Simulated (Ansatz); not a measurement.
# ZnCoSO, from a guessed structure to a relaxed one

This structure for ZnCoSO is made up. Its elements were placed in a known structure type with a cell scaled to their sizes. What cell does the guess relax to, and how far off was it?

Calculated with Ansatz 0.2.0; DFT, PBE, plane-wave PAW, files of the set soft_1, scalar-relativistic, ferromagnetic start, cell and ions relaxed at zero pressure; PAW set soft_1, in the first sound run; inputs show where later runs differ.

**1. Starting point**

The structure is trigonal, space group P3m1 (No. 156). The conventional cell has a = 3.712 Å, b = 3.712 Å, c = 6.105 Å, α = 90.00°, β = 90.00°, γ = 120.00°. Nearest to Zn lie 1 O at 2.27 Å and 3 S at 2.29 Å. Nearest to Co lie 1 S at 2.25 Å and 3 O at 2.29 Å. S has 1 Co at 2.25 Å and 3 Zn at 2.29 Å nearest. Nearest to O lie 1 Zn at 2.27 Å and 3 Co at 2.29 Å. Farther neighbours and most contacts between anions are not listed.

Coordinates:

```cif
data_structure
_symmetry_space_group_name_H-M 'P 1'
_symmetry_Int_Tables_number 1
_cell_length_a 3.7120
_cell_length_b 3.7120
_cell_length_c 6.1050
_cell_angle_alpha 90.000
_cell_angle_beta 90.000
_cell_angle_gamma 120.000
_cell_volume 72.85
loop_
_atom_site_label
_atom_site_type_symbol
_atom_site_fract_x
_atom_site_fract_y
_atom_site_fract_z
_atom_site_occupancy
Zn1 Zn 0.00000 0.00000 0.00350 1
Co2 Co 0.33333 0.66667 0.50500 1
S3 S 0.33333 0.66667 0.87330 1
O4 O 0.00000 0.00000 0.37460 1
```

**2. Relaxing cell and atoms**

The guess takes its coordinates from another compound and its volume from a rule, so the cell and any free coordinates are relaxed together.

File input.yaml:

```yaml
crystal:
  lattice:
    - [3.712, 0.0, 0.0]
    - [-1.856, 3.214686299, 0.0]
    - [0.0, 0.0, 6.105]
  atoms:
    - { symbol: Zn, position: [0.0, 0.0, 0.0035] }
    - { symbol: Co, position: [0.333333333, 0.666666667, 0.505], spin: 2.0 }
    - { symbol: S, position: [0.333333333, 0.666666667, 0.8733] }
    - { symbol: O, position: [0.0, 0.0, 0.3746] }
magnetization:
  spin_polarized: true
kpoints:
  mp_grid: { grid: [8, 8, 5] }
scf:
  occupations: { method: fermi_dirac, width: 0.05 }
hamiltonian:
  xc: pbe
  pseudopotentials: { kind: paw, azcp: { folder: soft_1 } }
relax:
  f_tol: 0.015
  max_steps: 70
  cell: {}
output:
  forces: true
  stress: true
```

The run is started by

```sh
$ ansatz run input.yaml --threads 4 --pin off --max-ram 8192MiB --backend cpu --events-out ev --progress --plain --runs-dir out
```

Numbers of over 12 decimals in the logs are rounded to 6 here.

Output:

```text
Engine: ansatz 0.2.0, aarch64-unknown-linux-gnu
Pseudopotentials: kind: paw
Pseudopotential: Zn, paw, valence charge 12, recommended cutoff 420 eV (normal), soft_1/Zn.paw.azcp
Pseudopotential: Co, paw, valence charge 17, recommended cutoff 420 eV (normal), soft_1/Co.paw.azcp
Pseudopotential: S, paw, valence charge 6, recommended cutoff 420 eV (normal), soft_1/S.paw.azcp
Pseudopotential: O, paw, valence charge 6, recommended cutoff 420 eV (normal), soft_1/O.paw.azcp
Functional definition: PBE
  parameter kappa = 0.804
  parameter beta = 0.066725
  exchange = pbe_x(kappa = kappa, mu = beta*pi^2/3)
  correlation = pbe_c(beta = beta)
Crystal: 4 atoms, lattice volume = 72.850 Å³
Basis set: ecut = 420 eV, 1401 PW (Γ), exchange–correlation on 50×50×90 points (8 copies of the dense FFT grid, shifted against one another)
Bands: 26, of which v1, the nominal top of the filled ones, is band 21 counted from 1 (20 counted from 0)
Symmetry: 6 space group operations
Space group: P3m1 (ITA 156), of the structure as read, at distance tolerance 4.2e-5 Å
Magnetic group: BNS 156.49 (UNI 1279), of the structure as read, at distance tolerance 4.2e-5 Å
k-points: 40 of 320 (time reversal used)
Non-local potential: Zn, projectors of the file, l = 0: 2, l = 1: 2, l = 2: 3, l = 3: 1
Non-local potential: Co, projectors of the file, l = 0: 3, l = 1: 2, l = 2: 3, l = 3: 1
Non-local potential: S, projectors of the file, l = 0: 2, l = 1: 2, l = 2: 1
Non-local potential: O, projectors of the file, l = 0: 2, l = 1: 2, l = 2: 1
PAW form: soft (Blöchl's): semilocal exchange-correlation on the pseudo side does not see the compensation charge
PAW one-centre angular grid: Zn, 590 points (default); XC on 64 Gauss nodes
PAW one-centre angular grid: Co, 590 points (default); XC on 64 Gauss nodes
PAW one-centre angular grid: S, 110 points (default); XC on 64 Gauss nodes
PAW one-centre angular grid: O, 110 points (default); XC on 64 Gauss nodes
Initial density: superposition of atomic densities (chi_scale 0.1, normalization cell, long waves kept (reshape's long-wave potential 0.59 eV rms))
Starting moments: Σ|m| = 2 μB on 1 of 4 sites
Initial wavefunctions: pseudopotential atomic-orbital guess
Functional: x = pbe(κ = 0.804, μ = 0.219515), c = pbe(β = 0.066725)
SCF iter   1: F=—  HF=-9914.314165 eV  |F-HF|=—  |Δ(HF+E_count)|=         —  Δρ=8.15e-2 (↑7.94e-2 ↓8.15e-2)  dr2=1.96e1  dr2_m=1.44e-1  M=2.296 μB ∫|m|=2.305 μB  β_m=0.30  ethr=3.10e-3  ⟨swp⟩=7.3  Hψ=10935  notcnv=0
Mixer restart at iter 1: flushing history
preconditioner: auto → Kerker (q_TF=auto, 2.479 Å⁻¹)  [metal: Δε(μ)=0.025 eV  Ē_g=9.286 eV  σ=0.050 eV  W_gap=0.12  n_scr=22 (ndim 8)  ℏωp=25.0 eV  f_vac=0.023  D(μ)=3.08/eV (n_scr^D=22)]
spin=Collinear: Kerker preconditioning applied to the charge; magnetization (m = ρ↑ − ρ↓) channel mixes plain (no charge-response kernel on spin).
SCF iter   2: F=—  HF=-9913.766505 eV  |F-HF|=—  |Δ(HF+E_count)|=   5.48e-1  Δρ=3.61e-2 (↑3.61e-2 ↓3.60e-2)  dr2=1.68e0  dr2_m=6.45e-1  M=2.862 μB ∫|m|=2.864 μB  β_m=0.32  ethr=3.10e-3  ⟨swp⟩=3.0  Hψ=5040  notcnv=0
SCF iter   3: F=—  HF=-9913.770789 eV  |F-HF|=—  |Δ(HF+E_count)|=   4.28e-3  Δρ=3.23e-2 (↑3.23e-2 ↓2.67e-2)  dr2=1.10e0  dr2_m=4.42e-1  M=2.982 μB ∫|m|=2.985 μB  β_m=0.17  ethr=3.10e-3  ⟨swp⟩=2.0  Hψ=3084  notcnv=0
SCF iter   4: F=—  HF=-9913.849792 eV  |F-HF|=—  |Δ(HF+E_count)|=   7.90e-2  Δρ=2.31e-2 (↑1.76e-2 ↓2.31e-2)  dr2=6.70e-1  dr2_m=2.02e-1  M=3.000 μB ∫|m|=3.007 μB  β_m=0.45  ethr=2.68e-3  ⟨swp⟩=2.0  Hψ=2438  notcnv=0
SCF iter   5: F=—  HF=-9913.778423 eV  |F-HF|=—  |Δ(HF+E_count)|=   7.14e-2  Δρ=9.18e-3 (↑9.18e-3 ↓5.24e-3)  dr2=1.38e-1  dr2_m=2.06e-2  M=3.000 μB ∫|m|=3.023 μB  β_m=0.70  ethr=1.63e-3  ⟨swp⟩=3.3  Hψ=4101  notcnv=0
SCF iter   6: F=—  HF=-9913.802710 eV  |F-HF|=—  |Δ(HF+E_count)|=         —  Δρ=4.84e-3 (↑2.37e-3 ↓4.84e-3)  dr2=8.77e-2  dr2_m=3.17e-3  M=3.000 μB ∫|m|=3.018 μB  β_m=0.70  ethr=3.36e-4  ⟨swp⟩=2.1  Hψ=2505  notcnv=0
Mixer restart at iter 6: flushing history
SCF iter   7: F=—  HF=-9913.800024 eV  |F-HF|=—  |Δ(HF+E_count)|=   2.69e-3  Δρ=2.85e-3 (↑2.40e-3 ↓2.85e-3)  dr2=4.56e-2  dr2_m=8.61e-4  M=3.000 μB ∫|m|=3.017 μB  β_m=0.85  ethr=2.14e-4  ⟨swp⟩=2.7  Hψ=3257  notcnv=0
SCF iter   8: F=—  HF=-9913.805694 eV  |F-HF|=—  |Δ(HF+E_count)|=   5.67e-3  Δρ=4.12e-3 (↑3.69e-3 ↓4.12e-3)  dr2=4.49e-2  dr2_m=4.53e-4  M=3.000 μB ∫|m|=3.017 μB  β_m=0.68  ethr=1.11e-4  ⟨swp⟩=2.1  Hψ=4687  notcnv=0  defer=7
SCF iter   9: F=—  HF=-9913.794772 eV  |F-HF|=—  |Δ(HF+E_count)|=   1.09e-2  Δρ=1.64e-3 (↑5.09e-4 ↓1.64e-3)  dr2=3.53e-3  dr2_m=3.67e-4  M=3.000 μB ∫|m|=3.016 μB  β_m=0.84  ethr=1.09e-4  ⟨swp⟩=2.4  Hψ=3673  notcnv=0  defer=7
SCF iter  10: F=—  HF=-9913.795996 eV  |F-HF|=—  |Δ(HF+E_count)|=   1.22e-3  Δρ=9.65e-4 (↑9.65e-4 ↓9.46e-4)  dr2=1.58e-3  dr2_m=3.08e-6  M=3.000 μB ∫|m|=3.016 μB  β_m=0.65  ethr=8.62e-6  ⟨swp⟩=2.0  Hψ=4285  notcnv=0  defer=8
SCF iter  11: F=—  HF=-9913.795416 eV  |F-HF|=—  |Δ(HF+E_count)|=   5.80e-4  Δρ=2.03e-4 (↑1.73e-4 ↓2.03e-4)  dr2=1.75e-4  dr2_m=6.28e-6  M=3.000 μB ∫|m|=3.015 μB  β_m=0.79  ethr=3.84e-6  ⟨swp⟩=2.0  Hψ=3361  notcnv=0  defer=8
SCF iter  12: F=—  HF=-9913.795482 eV  |F-HF|=—  |Δ(HF+E_count)|=   6.63e-5  Δρ=1.55e-4 (↑9.23e-5 ↓1.55e-4)  dr2=4.97e-5  dr2_m=1.68e-6  M=3.000 μB ∫|m|=3.016 μB  β_m=0.89  ethr=4.27e-7  ⟨swp⟩=2.0  Hψ=2829  notcnv=0  defer=8
SCF iter  13: F=—  HF=-9913.795454 eV  |F-HF|=—  |Δ(HF+E_count)|=   2.79e-5  Δρ=6.39e-5 (↑3.81e-5 ↓6.39e-5)  dr2=1.02e-5  dr2_m=2.74e-7  M=3.000 μB ∫|m|=3.016 μB  β_m=0.95  ethr=1.21e-7  ⟨swp⟩=2.2  Hψ=3186  notcnv=0  defer=8
SCF iter  14: F=—  HF=-9913.795458 eV  |F-HF|=—  |Δ(HF+E_count)|=   3.95e-6  Δρ=3.44e-5 (↑1.94e-5 ↓3.44e-5)  dr2=1.80e-6  dr2_m=6.18e-8  M=3.000 μB ∫|m|=3.016 μB  β_m=0.97  ethr=2.48e-8  ⟨swp⟩=2.0  Hψ=3367  notcnv=0  defer=8
SCF iter  15: F=—  HF=-9913.795459 eV  |F-HF|=—  |Δ(HF+E_count)|=   9.98e-7  Δρ=2.46e-5 (↑1.53e-5 ↓2.46e-5)  dr2=9.91e-7  dr2_m=3.41e-8  M=3.000 μB ∫|m|=3.016 μB  β_m=0.99  ethr=4.39e-9  ⟨swp⟩=2.0  Hψ=3280  notcnv=0  defer=8
SCF iter  16: F=—  HF=-9913.795459 eV  |F-HF|=—  |Δ(HF+E_count)|=   7.15e-8  Δρ=7.09e-6 (↑3.42e-6 ↓7.09e-6)  dr2=9.64e-8  dr2_m=5.50e-9  M=3.000 μB ∫|m|=3.016 μB  β_m=0.99  ethr=2.42e-9  ⟨swp⟩=2.0  Hψ=2774  notcnv=0  defer=8
SCF iter  17: F=-9913.795459 eV  HF=-9913.795459 eV  |F-HF|=1.38e-9  |Δ(HF+E_count)|=   5.41e-8  Δρ=3.05e-6 (↑1.71e-6 ↓3.05e-6)  dr2=2.34e-8  dr2_m=1.19e-9  M=3.000 μB ∫|m|=3.016 μB  ethr=2.35e-10  ⟨swp⟩=3.0  Hψ=7146  notcnv=0
SCF 1 converged in 17 iterations: F = -9913.795459 eV  dr2 = 2.34e-8
[...]
SCF 3 converged in 12 iterations: F = -9914.448183 eV  dr2 = 1.38e-7
relax step   3: F+E_penalty+E_count = -9914.44818340 eV  Δ(F+E_penalty+E_count) = -9.961e-2 eV  max|allowed force component| = 7.117e-1 eV/Å  Δτ_max = 0.1394 Å  P = +3.107 GPa  Ω = 60.950 Å³  energy of the carried Pulay correction = +1.321e-2 eV  (12 SCF iters, dr2 threshold 4.00e-7 eV, accepted)
[...]
relax step   4: F+E_penalty+E_count = -9914.48483590 eV  Δ(F+E_penalty+E_count) = -3.665e-2 eV  max|allowed force component| = 2.462e-1 eV/Å  Δτ_max = 0.0473 Å  P = -0.309 GPa  Ω = 62.805 Å³  energy of the carried Pulay correction = +1.099e-2 eV  (10 SCF iters, dr2 threshold 4.00e-7 eV, accepted)
[...]
relax step   5: F+E_penalty+E_count = -9914.48859119 eV  Δ(F+E_penalty+E_count) = -3.755e-3 eV  max|allowed force component| = 2.683e-2 eV/Å  Δτ_max = 0.0216 Å  P = -0.224 GPa  Ω = 62.730 Å³  energy of the carried Pulay correction = +1.108e-2 eV  (8 SCF iters, dr2 threshold 4.00e-7 eV, accepted)
[...]
relax step   6: F+E_penalty+E_count = -9914.48895350 eV  Δ(F+E_penalty+E_count) = -3.623e-4 eV  max|allowed force component| = 1.031e-3 eV/Å  Δτ_max = 0.0028 Å  P = +0.006 GPa  Ω = 62.589 Å³  energy of the carried Pulay correction = +1.125e-2 eV  (5 SCF iters, dr2 threshold 2.89e-7 eV, accepted)
[...]
relax step   7: F+E_penalty+E_count = -9914.48097888 eV  Δ(F+E_penalty+E_count) = +7.975e-3 eV  max|allowed force component| = 8.686e-4 eV/Å  Δτ_max = 0.0000 Å  P = -0.094 GPa  Ω = 62.589 Å³  stress off target by 9.68e-2 GPa  SCF on the basis re-selected at this cell (its energy is not comparable with the rows above)  (13 SCF iters)
[...]
relax step   8: F+E_penalty+E_count = -9914.48109696 eV  Δ(F+E_penalty+E_count) = -1.181e-4 eV  max|allowed force component| = 1.330e-3 eV/Å  Δτ_max = 0.0004 Å  P = +0.007 GPa  Ω = 62.514 Å³  energy of the carried Pulay correction = +9.792e-5 eV  (7 SCF iters, dr2 threshold 2.34e-8 eV, accepted)
iter 1 solved again at ethr=1.61e-6 eV; its pass at ethr=3.10e-3 eV (dr2=6.62e-4 eV) is discarded
SCF iter   1: F=—  HF=-9914.480975 eV  |F-HF|=—  |Δ(HF+E_count)|=         —  Δρ=5.02e-6 (↑4.97e-6 ↓5.02e-6)  dr2=2.43e-8  dr2_m=4.89e-10  M=2.995 μB ∫|m|=3.005 μB  β_m=0.65  ethr=1.61e-6  ⟨swp⟩=3.3  Hψ=16034  notcnv=0
eigensolver tolerance schedule: the retry pair's looser diagonalisation over-reported the residual by 27202.89 of it (diagonalisation noise at an unbounded share of the residual, at the tolerance the schedule requests for it); recorded, not acted on — ethr = c·dr2/N_el stays at c = 1.0e-1
preconditioner: auto → Kerker (q_TF=auto, 2.221 Å⁻¹)  [metal: Δε(μ)=0.005 eV  Ē_g=9.831 eV  σ=0.050 eV  W_gap=0.02  n_scr=10 (ndim 8)  ℏωp=27.0 eV  f_vac=0.046  D(μ)=1.01/eV (n_scr^D=2)]
spin=Collinear: Kerker preconditioning applied to the charge; magnetization (m = ρ↑ − ρ↓) channel mixes plain (no charge-response kernel on spin).
SCF iter   2: F=—  HF=-9914.480975 eV  |F-HF|=—  |Δ(HF+E_count)|=   1.77e-8  Δρ=3.68e-6 (↑3.34e-6 ↓3.68e-6)  dr2=1.59e-8  dr2_m=1.93e-10  M=2.995 μB ∫|m|=3.005 μB  β_m=0.60  ethr=5.93e-11  ⟨swp⟩=3.8  Hψ=5583  notcnv=0
SCF iter   3: F=—  HF=-9914.480975 eV  |F-HF|=—  |Δ(HF+E_count)|=   3.98e-9  Δρ=1.08e-6 (↑1.08e-6 ↓1.01e-6)  dr2=1.26e-9  dr2_m=1.04e-10  M=2.995 μB ∫|m|=3.005 μB  β_m=0.68  ethr=3.87e-11  ⟨swp⟩=2.0  Hψ=3224  notcnv=0
SCF iter   4: F=—  HF=-9914.480975 eV  |F-HF|=—  |Δ(HF+E_count)|=   1.30e-9  Δρ=8.97e-7 (↑8.32e-7 ↓8.97e-7)  dr2=1.22e-9  dr2_m=7.50e-12  M=2.995 μB ∫|m|=3.005 μB  β_m=0.66  ethr=3.07e-12  ⟨swp⟩=2.0  Hψ=3644  notcnv=0
SCF iter   5: F=—  HF=-9914.480975 eV  |F-HF|=—  |Δ(HF+E_count)|=  6.37e-11  Δρ=2.29e-7 (↑1.93e-7 ↓2.29e-7)  dr2=1.43e-10  dr2_m=3.15e-12  M=2.995 μB ∫|m|=3.005 μB  β_m=0.83  ethr=2.97e-12  ⟨swp⟩=2.0  Hψ=3146  notcnv=0
SCF iter   6: F=—  HF=-9914.480975 eV  |F-HF|=—  |Δ(HF+E_count)|=  1.11e-10  Δρ=2.84e-7 (↑1.71e-7 ↓2.84e-7)  dr2=1.42e-10  dr2_m=3.35e-12  M=2.995 μB ∫|m|=3.005 μB  β_m=0.78  ethr=1.00e-12  ⟨swp⟩=2.4  Hψ=3140  notcnv=0
SCF iter   7: F=—  HF=-9914.480975 eV  |F-HF|=—  |Δ(HF+E_count)|=  5.46e-12  Δρ=1.24e-7 (↑1.24e-7 ↓8.70e-8)  dr2=2.57e-11  dr2_m=3.25e-12  M=2.995 μB ∫|m|=3.005 μB  β_m=0.89  ethr=1.00e-12  ⟨swp⟩=2.1  Hψ=2549  notcnv=0
SCF iter   8: F=-9914.480975 eV  HF=-9914.480975 eV  |F-HF|=9.09e-12  |Δ(HF+E_count)|=    0.00e0  Δρ=1.28e-7 (↑6.15e-8 ↓1.28e-7)  dr2=1.25e-11  dr2_m=1.91e-12  M=2.995 μB ∫|m|=3.005 μB  ethr=1.00e-12  ⟨swp⟩=3.5  Hψ=7368  notcnv=0
SCF 9 converged in 8 iterations: F = -9914.480975 eV  dr2 = 1.25e-11
relax step   9: F+E_penalty+E_count = -9914.48097513 eV  Δ(F+E_penalty+E_count) = +1.218e-4 eV  max|allowed force component| = 1.333e-3 eV/Å  Δτ_max = 0.0000 Å  P = +0.006 GPa  Ω = 62.514 Å³  stress off target by 1.19e-2 GPa  SCF on the basis re-selected at this cell (its energy is not comparable with the rows above)  (8 SCF iters)
basis re-selected at this cell: Δ(F+E_penalty+E_count) = +1.218e-4 eV, ΔP = -0.001 GPa vs the last step (what re-selecting the basis moved, of the pressure what is left beyond the Pulay correction that the steps carried, after the strain that the cell walked since its last selection, with what the two solves' SCF thresholds leave and, on support functions, any second-order correction that the steps lacked; it is no m [...]
SCF converged after 8 iterations
Magnetization: 2.9954 μB (21.9977 up, 19.0023 down)
Absolute magnetization: 3.0041 μB (∫|ρ↑−ρ↓|, with the PAW one-centre terms)
Spin contamination: 0.0086 ħ² per cell (⟨S²⟩ above its minimum at these occupations)
Per-site moments (μB) at R_I (Å): [(0.019012, 0.814003), (2.373157, 0.868453), (0.072720, 0.938082), (0.225070, 0.814003)]
Free energy (F): -9914.480975 eV
Harris-Foulkes:  -9914.480975 eV  (|F-HF|=9.09e-12)
Internal energy: -9914.472389 eV  (E = F + TS)
E sigma→0 (E₀):  -9914.476682 eV
Entropy (-TS):   -0.008586 eV (-2.147 meV/atom)
Fermi energy:    7.962498 eV
--- Per-component energies (eV) ---
  E_band       = -399.273660
  E_kinetic    = 707.622461
  E_local      = -6448.029037  (includes V_loc(G=0)·N_el)
  E_nonlocal   = 1347.822085
  E_hartree    = 2682.889174
  E_xc         = -327.654680
  E_vxc        = -338.961816  (∫ρ·V_xc dr)
  E_paw        = -4244.665598  (= ΣΔE_a)
  E_vpaw       = -1033.506426  (= ΣTr[D̂ρ^β])
  E_aug_tail   = 0.000483  (compensation charges beyond the density's cutoff)
  E_ewald      = -3632.457276
  E_smearing   = -0.008586  (= −TS)
  E_closure    = 0.000000  (closes the sum)
  Σ components = -9914.480975   (vs F -9914.480975, Δ=0.00e0)
--- Forces (eV/Å), atoms counted from 1 ---
  atom   1  Zn     0.00000000    -0.00000000     0.00133301
  atom   2  Co     0.00000000     0.00000000    -0.00024674
  atom   3  S      0.00000000     0.00000000    -0.00131444
  atom   4  O      0.00000000    -0.00000000     0.00022758
  max |Σ_I F_I| component: 5.77e-7 eV/Å
--- Stress (GPa, compression-positive) ---
        0.011891       0.000000      -0.000000
       -0.000000       0.011891       0.000000
       -0.000000       0.000000      -0.005620
  P = ⅓ Tr σ = 0.0061 GPa (0.061 kbar)
--- Relaxed structure (7 steps of the walk, 7 accepted, 2 SCFs on fresh bases) ---
  F+E_penalty+E_count = -9914.48097513 eV   max|allowed force component| = 1.333e-3 eV/Å   (the final SCF, on the basis selected at the relaxed cell)
  cell:  # Å, volume = 62.5143 Å³
    - [3.534475, 0.0, 0]
    - [-1.767238, 3.060945, 0]
    - [0, 0, 5.778286]
  atoms:
    - { symbol: Zn, position: [1.850371708570241e-17, -2.7755575615628907e-17, 0.039363] }
    - { symbol: Co, position: [0.333333, 0.666667, 0.470513] }
    - { symbol: S, position: [0.333333, 0.666667, 0.865651] }
    - { symbol: O, position: [1.8503717085702404e-17, -2.775557561562892e-17, 0.380873] }
```

Elapsed: 49 s, on 4 threads of Arm Neoverse V1, shared host; peak memory 0.53 GiB; 3.1 min of CPU time.

Relaxation path:

```csv
step,energy less that of the first step (eV),largest force component (eV/Å),pressure (GPa),volume (Å³)
1,0.0000,1.8287,-7.93,72.85
2,-0.5531,0.8869,-4.43,66.73
3,-0.6527,0.7117,3.11,60.95
4,-0.6894,0.2462,-0.31,62.80
5,-0.6931,0.0268,-0.22,62.73
6,-0.6935,0.0010,0.01,62.59
7*,-0.6855,0.0009,-0.09,62.59
8,-0.6856,0.0013,0.01,62.51
9*,-0.6855,0.0013,0.01,62.51
```

Relaxation steps marked * repeat the geometry before them on a plane-wave basis chosen anew for their cell, so energy and pressure can jump there.

The run keeps the 6 symmetry operations that it works with, so distortions that break them were not tested.

```csv
"conventional cell, symmetrised",before,after,change
a (Å),3.712,3.534,-4.8 %
b (Å),3.712,3.534,-4.8 %
c (Å),6.105,5.778,-5.4 %
volume (Å³/atom),18.21,15.63,-14.2 %
```

The atoms that moved most (Å, as changes of fractional coordinates times the final cell):

```csv
atom,dx,dy,dz,length
Zn1,0.000,0.000,0.207,0.207
Co2,0.000,0.000,-0.199,0.199
S3,0.000,0.000,-0.044,0.044
O4,0.000,0.000,0.036,0.036
```

Numbers from this step:

```
free energy             : -9914.4810 eV
energy at zero smearing : -9914.4767 eV
smearing term TS        : 0.008586 eV
Fermi energy            : 7.962 eV
magnetization           : 2.995 μB
absolute magnetization  : 3.004 μB
site moments            : 0.01901, 2.373, 0.07272, 0.2251 μB
electrons               : 41
symmetry operations     : 6
pressure                : 0.006054 GPa
```

Site moment by atom:

```csv
atom,site moment (μB)
Zn1,0.02
Co2,2.37
S3,0.07
O4,0.23
```

The shortest distance of each pair, which need not be the same contact before and after:

```csv
pair,guess (Å),relaxed (Å)
O–Zn,2.266,1.973
Co–O,2.286,2.105
S–Zn,2.286,2.274
Co–S,2.248,2.283
Co–Zn,3.722,3.220
```

The relaxation ends with a largest force component of 0.0013 eV/Å and a pressure of 0.01 GPa.

[end of part 1 of 2]

[Logs are printed without paths, hosts, clocks, repeated set-up lines and the standing remarks that a program may print on its own settings, such as how far it seeks lower states.]

[Hosts, paths, dates, database ids (printed as entryN), source tags and the programs' standing remarks are cut or masked in the printed files.]
